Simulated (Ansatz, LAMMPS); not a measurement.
# Glassy CaAl2Si6O16 (125 atoms): geometry optimisation, part 2 of 2

How does glassy CaAl2Si6O16 (125 atoms) relax, and what do bonds, charges and levels look like afterwards?

Ansatz 0.2.0; Kohn-Sham DFT, PBE, PAW (set soft_2), plane waves.

The cell: 10 Al, 5 Ca, 80 O and 30 Si. The quench rate of 10 K/ps far exceeds what a furnace or splat quench reaches. The starting topology of bonds comes from the classical model. The Brillouin zone is sampled at Γ only, in a cell whose shortest periodic width is 12 Å.

So far, density (g/cm³): step 5 (distances and neighbours after relaxation) 2.65.

### Step 6. Single point at the relaxed geometry

The electronic structure is read at the final geometry, in a run of its own.

Input file input.yaml:

```yaml
crystal:
  lattice:
    - [11.75268, 0.0, 0.0]
    - [0.0, 11.75268, 0.0]
    - [0.0, 0.0, 11.75268]
  atoms:
    - { symbol: Al, position: [0.91677, 0.78224, 0.96339] }
    - { symbol: Al, position: [0.70835, 0.61946, 0.62737] }
    - { symbol: Al, position: [0.56531, 0.2582, 0.78243] }
    - { symbol: Al, position: [0.83862, 0.80298, 0.49637] }
    - { symbol: Al, position: [0.98841, 0.44905, 0.96531] }
    - { symbol: Al, position: [0.32057, 0.21002, 0.86315] }
    - { symbol: Al, position: [0.24454, 0.54078, 0.99332] }
    - { symbol: Al, position: [0.87816, 0.47143, 0.7325] }
    - { symbol: Al, position: [0.36189, 0.4876, 0.33453] }
    - { symbol: Al, position: [0.10074, 0.50664, 0.43777] }
    - { symbol: Ca, position: [0.16893, 0.31654, 0.25486] }
    - { symbol: Ca, position: [0.80804, 0.89282, 0.1714] }
    - { symbol: Ca, position: [0.52633, 0.0172, 0.73556] }
    - { symbol: Ca, position: [0.38322, 0.79704, 0.87567] }
    - { symbol: Ca, position: [0.6897, 0.32505, 0.5656] }
    - { symbol: O, position: [0.50919, 0.32905, 0.66364] }
    - { symbol: O, position: [0.95057, 0.03842, 0.2693] }
    - { symbol: O, position: [0.40426, 0.8613, 0.07513] }
    - { symbol: O, position: [0.20477, 0.96816, 0.08699] }
    - { symbol: O, position: [0.19595, 0.189, 0.38848] }
    - { symbol: O, position: [0.7233, 0.96529, 0.75185] }
    - { symbol: O, position: [0.41827, 0.60126, 0.40603] }
    - { symbol: O, position: [0.46019, 0.29241, 0.06348] }
    - { symbol: O, position: [0.13683, 0.68791, 0.70326] }
    - { symbol: O, position: [0.18457, 0.91046, 0.87444] }
    - { symbol: O, position: [0.87548, 0.72067, 0.09444] }
    - { symbol: O, position: [0.72094, 0.73494, 0.71738] }
    - { symbol: O, position: [0.39191, 0.72148, 0.65228] }
    - { symbol: O, position: [0.25319, 0.10874, 0.77845] }
    - { symbol: O, position: [0.36478, 0.49903, 0.64014] }
    - { symbol: O, position: [0.76226, 0.32152, 0.03708] }
    - { symbol: O, position: [0.32221, 0.91578, 0.70419] }
    [... 87 atom lines left out ...]
    - { symbol: Si, position: [0.5447, 0.13945, 0.38148] }
    - { symbol: Si, position: [0.77598, 0.09217, 0.76449] }
    - { symbol: Si, position: [0.72803, 0.41635, 0.93953] }
    - { symbol: Si, position: [0.59316, 0.89802, 0.46502] }
    - { symbol: Si, position: [0.93494, 0.157, 0.20084] }
    - { symbol: Si, position: [0.69655, 0.83622, 0.80785] }
kpoints:
  mp_grid: { grid: [1, 1, 1] }
hamiltonian:
  xc: pbe
scf:
  occupations: { method: gaussian, width: 0.025 }
output:
  forces: true
  stress: true
  populations: true
  dos:
    method: { smearing: { sigma: 0.08 } }
    de: 0.1
    projected: { site_lists: { Al: [Al], Ca: [Ca], O: [O], Si: [Si] } }
  eigenvalues: true
  write_density: true
  write_potential: true
  volumetric_format: npy
  elf: true
```

Command:

```bash
ansatz run input.yaml --threads 4 --pin off --max-ram 8192MiB --backend cpu --events-out ev --progress --plain --runs-dir out
```

Wall time 16 s (4 threads of Intel Xeon 6975P-C (Granite Rapids), shared host); peak memory 2.4 GiB.

Numbers from this run:

```yaml
free_energy: -79076.0134 eV
free_energy_per_atom: -632.6081 eV/atom
scf_cycles: 9
pressure: 2.368 GPa
r_m_s_force_component: 0.00363 eV/Å
longest_force: 0.01534 eV/Å
fermi_energy: 6.005 eV
spacing_of_highest_filled_and_lowest_empty_level: 3.889 eV
spilling_of_the_projection: 0.0128
```

Löwdin charges by element and coordination (they lack the spilled electrons, 0.070 e an atom on average):

| element | coordination | atoms | mean charge (e) | spread | least | most |
| --- | --- | --- | --- | --- | --- | --- |
| Al | all | 10 | 1.34 | 0.031 | 1.26 | 1.38 |
| Al | 4 | 9 | 1.34 | 0.0324 | 1.26 | 1.38 |
| Al | 5 | 1 | 1.35 | 0 | 1.35 | 1.35 |
| Ca | all | 5 | 1.81 | 0.0129 | 1.79 | 1.83 |
| Ca | 6 | 4 | 1.82 | 0.0054 | 1.81 | 1.83 |
| Ca | 8 | 1 | 1.79 | 0 | 1.79 | 1.79 |
| O | all | 80 | -0.827 | 0.0587 | -1.04 | -0.754 |
| O | 2 | 50 | -0.811 | 0.0515 | -1.00 | -0.757 |
| O | 3 | 27 | -0.853 | 0.0625 | -1.04 | -0.754 |
| O | 4 | 3 | -0.862 | 0.0323 | -0.906 | -0.828 |
| Si | all | 30 | 1.75 | 0.0291 | 1.68 | 1.81 |

States in the cell by windows of 1 eV, zero at the Fermi level; the larger projections on atomic orbitals stand beside the total:

| from (eV) | to (eV) | total | O p | Si p |
| --- | --- | --- | --- | --- |
| -14 | -13 | 0.0 | 0.0 | 0.0 |
| -13 | -12 | 4.0 | 2.6 | 0.2 |
| -12 | -11 | 11.5 | 7.7 | 0.6 |
| -11 | -10 | 17.6 | 12.2 | 1.4 |
| -10 | -9 | 24.0 | 17.3 | 2.6 |
| -9 | -8 | 43.3 | 33.1 | 6.5 |
| -8 | -7 | 38.1 | 29.7 | 4.5 |
| -7 | -6 | 63.5 | 52.6 | 5.0 |
| -6 | -5 | 78.6 | 70.2 | 3.2 |
| -5 | -4 | 91.2 | 85.0 | 2.0 |
| -4 | -3 | 79.9 | 76.0 | 1.1 |
| -3 | -2 | 27.2 | 26.0 | 0.4 |
| -2 | -1 | 1.1 | 1.1 | 0.0 |
| -1 | 1 | 0.0 | 0.0 | 0.0 |
| 1 | 2 | 1.9 | 0.0 | 0.0 |
| 2 | 3 | 0.6 | 0.0 | 0.0 |
| 3 | 4 | 23.3 | 1.7 | 2.8 |
| 4 | 5 | 45.1 | 3.1 | 6.7 |

The curve was stored every 0.10 eV, coarse against its broadening of 0.08 eV, so these counts are rough.

Between -26 and -14 eV lie 190 more states.

The levels nearest the highest filled one (over half full), pooled over k-points and spins:

| level less the highest filled one (eV) | occupation |
| --- | --- |
| -0.623 | 2 |
| -0.573 | 2 |
| -0.385 | 2 |
| -0.281 | 2 |
| -0.233 | 2 |
| 0 | 2 |
| 3.89 | 0 |
| 5.02 | 0 |
| 5.26 | 0 |
| 5.40 | 0 |
| 5.50 | 0 |
| 5.53 | 0 |

Valence density in the bc plane at fractional x = 0.375, with atoms of Al and Ca and O and Si within 0.2 Å of it. It is the smooth field of the valence electrons, not physical close to the nuclei.

Ten steps, logarithmic in the rise over the least value, from '0' (0.0 e/Å³) to '9' (6.3 e/Å³), each cell a mean:
```
000001111111124677531000123322100
000011211100012455321111477752000
000123322222211111111113699973000
001233333345431000011112689863100
001123323467642100011111356532211
101111112456642111111111222224442
210000011344433444322245542246664
100000012332235788643468975346653
100000023443246899743479985334432
000000134554334687532346664213321
000011234543212333211112333333321
001234333322100001111100113444310
012467643322211011344310012344210
013577653455542123577531001222100
002355433468764224677631000111110
210122212367753112455321000012333
420000001234433222222111000013566
421000000011224443211111100013676
321100000001235554210111110013455
344321000011245543100011111123333
567753111122334432100000012455533
579863212333322332100000024788643
457652112333333454310000024788643
123321111222234677531000013455321
```
Columns run along b (11.8 Å), rows up along c (11.8 Å). Atoms in or near the plane, at fractional coordinates: Al at (0.49, 0.33), Ca at (0.80, 0.88), O at (0.72, 0.65), O at (0.50, 0.64), Si at (0.85, 0.59), Si at (0.36, 0.67).

ELF in the bc plane at fractional x = 0.375, with atoms of Al and Ca and O and Si within 0.2 Å of it. It is the smooth field of the valence electrons, not physical close to the nuclei.

Ten even steps from '0' (0.00) to '9' (0.85), each cell a mean:
```
000000000000016999940000012112200
000012110000003798510000489851000
000136521244310122000001899994000
000135521588862000000001799983000
000013312689984000000000267621221
100001112589972011000012110036875
200000001355533566521268862169998
300000001211228988952698896258987
100000135652149857952698797225653
000000257886237999841479985121210
000110136775212676310024432222210
003676423431000000011100014775310
026999962222221002578740014776410
026999972478875126999972002454200
003788742699997115999972000010000
400133211699994001688630000002566
840000000367631000133100000026999
840000000011125775200000000027999
410000000000257887300012100003787
246652000001357876200011100122332
799995101332113442000000014788721
898996113554111121000000038989952
589983013554112466410000038999851
256630001332115899851000014798620
```
Columns run along b (11.8 Å), rows up along c (11.8 Å). Atoms in or near the plane, at fractional coordinates: Al at (0.49, 0.33), Ca at (0.80, 0.88), O at (0.72, 0.65), O at (0.50, 0.64), Si at (0.85, 0.59), Si at (0.36, 0.67).

Mean Löwdin charges: Al +1.34, Ca +1.81, O -0.83, Si +1.75 e (they miss 1.3 % of the electrons, so they add up to more than the cell's charge).

A closer look about O63, which has 4 bonded neighbours where the commonest count for O is 2: 11 atoms, nearest first, numbered in the order of the input, with positions taken from that point.

| atom | x | y | z | distance (Å) | bonds | Löwdin charge (e) |
| --- | --- | --- | --- | --- | --- | --- |
| O63 | 0.00 | 0.00 | 0.00 | 0.00 | 4 | -0.91 |
| Si121 | 1.23 | -0.91 | 0.64 | 1.66 | 4 | 1.75 |
| Al3 | -1.25 | 1.05 | 0.85 | 1.84 | 4 | 1.26 |
| Ca13 | -1.70 | -1.79 | 0.30 | 2.49 | 6 | 1.83 |
| Ca15 | 0.22 | 1.83 | -1.70 | 2.51 | 6 | 1.82 |
| O21 | 0.61 | -2.40 | 0.49 | 2.52 | 3 | -0.83 |
| O49 | 1.40 | -0.40 | 2.18 | 2.62 | 2 | -0.78 |
| O48 | -0.21 | 2.15 | 1.62 | 2.70 | 2 | -0.84 |
| O16 | -1.91 | 1.88 | -0.55 | 2.73 | 3 | -0.90 |
| O36 | 2.65 | -0.89 | -0.12 | 2.79 | 2 | -0.78 |
| O47 | -2.40 | -0.04 | 1.59 | 2.88 | 3 | -0.96 |

The column of bonds counts only the pairs O-Si within 2.08 Å, O-Al within 2.43 Å, O-Ca within 3.02 Å; other neighbours, such as metal atoms beside each other in a compound, aren't counted, and periodic images can show an atom twice.

### Step 7. A changed input

The input is spoilt on purpose; the run shows how that looks.

Input file input.yaml:

```yaml
crystal:
  lattice:
    - [11.75268, 0.0, 0.0]
    - [0.0, 11.75268, 0.0]
    - [0.0, 0.0, 11.75268]
  atoms:
    [... the 125 atom lines of step 3 ...]
kpoints:
  mp_grid: { grid: [1, 1, 1] }
hamiltonian:
  xc: pbe
scf:
  occupations: { method: gaussian, width: 0.025 }
  max_iter: 60
output:
  forces: true
basis:
  ecutwfc: "40 Ry/bohr"
```

Run time: 0.02 s. Hardware: 4 threads; peak memory 0.029 GiB.

The program refused the input before any cycle.

The program's message: “Error: YAML parse error: error: line 142 column 12: unknown unit factor `Ry/bohr`”

The fault in the input: a cutoff in the wrong unit (basis.ecutwfc = "40 Ry/bohr"). The fix is to take out basis.ecutwfc.

### Step 8. Outcome

| Item | Value |
| --- | --- |
| energy change in the relaxation | -73.52 meV/atom |
| r.m.s. displacement | 0.194 Å |
| largest displacement | 0.478 Å |
| free energy per atom | -632.6081 eV/atom |
| pressure | 2.368 GPa |
| r.m.s. force component | 0.00363 eV/Å |
| gap (highest filled to lowest empty level) | 3.889 eV |
| wall time of the 3 DFT runs | 1.9 min |

Relaxation lowers the energy by 73.5 meV/atom and moves atoms by 0.19 Å r.m.s.; the r.m.s. force component goes from 1.2 to 0.0036 eV/Å, the pressure goes from 7.4 to 2.4 GPa, and the gap from 3.45 to 3.89 eV. By the final cutoffs no bond was broken or made. From the first step to the last the energy fell by 9.190 eV, and the largest move was 0.48 Å (Ca11). The O-Ca bonds change most in mean length: from 2.550 Å (spread 0.199) to 2.476 Å (spread 0.207). With the cutoffs above, 90 % of Al atoms have 4, 80 % of Ca atoms have 6, 62 % of O atoms have 2 and all Si atoms have 4 bonded neighbours. 89 % of the oxygens bridge two formers (Si and Al) and 5 % are non-bridging; 6 % join three. Between filled and empty levels lie 3.89 eV (at Γ alone); a semilocal functional tends to put such gaps too low. In a disordered cell it changes from sample to sample, and tail or defect levels can set it.

**Limits.** The network of bonds at the start is that of the classical potential that made the cell; DFT moved the atoms only locally, and no bond changed. The stress is far from hydrostatic: its diagonal is 0.7, 4.1, 2.3 GPa, compression counted positive. The pressure of 2.4 GPa says that the cell would expand at this level of theory.

Calculation beside experiment:

| quantity | measured | this cell | difference | method of the measurement |
| --- | --- | --- | --- | --- |
| nearest Ca–O distance | 2.32 Å | 2.42 Å | +4.3 % | high-energy XRD, PDF Gaussian fit |
| number of O about Ca | 5.3 | 6.4 | +20.8 % | high-energy XRD, PDF Gaussian fit |

The cell differs from the measured distances by up to 4.3 % and neighbour counts by up to 20.8 %. Distances of this cell are positions of the first main peak of g(r), or bond means where the peak is narrow; means over all bonds within a cutoff lie farther out for broad shells. The network comes from the model that made the cell; DFT moved the atoms only locally, and no bond changed. Our coordination numbers hang on a cutoff, and experiments count neighbours in their own ways.

[Logs are printed without paths, hosts, clocks, repeated set-up lines and the standing remarks that a program may print on its own settings, such as how far it seeks lower states.]

[Hosts, paths, dates, database ids (printed as entryN), source tags and the programs' standing remarks are cut or masked in the printed files.]
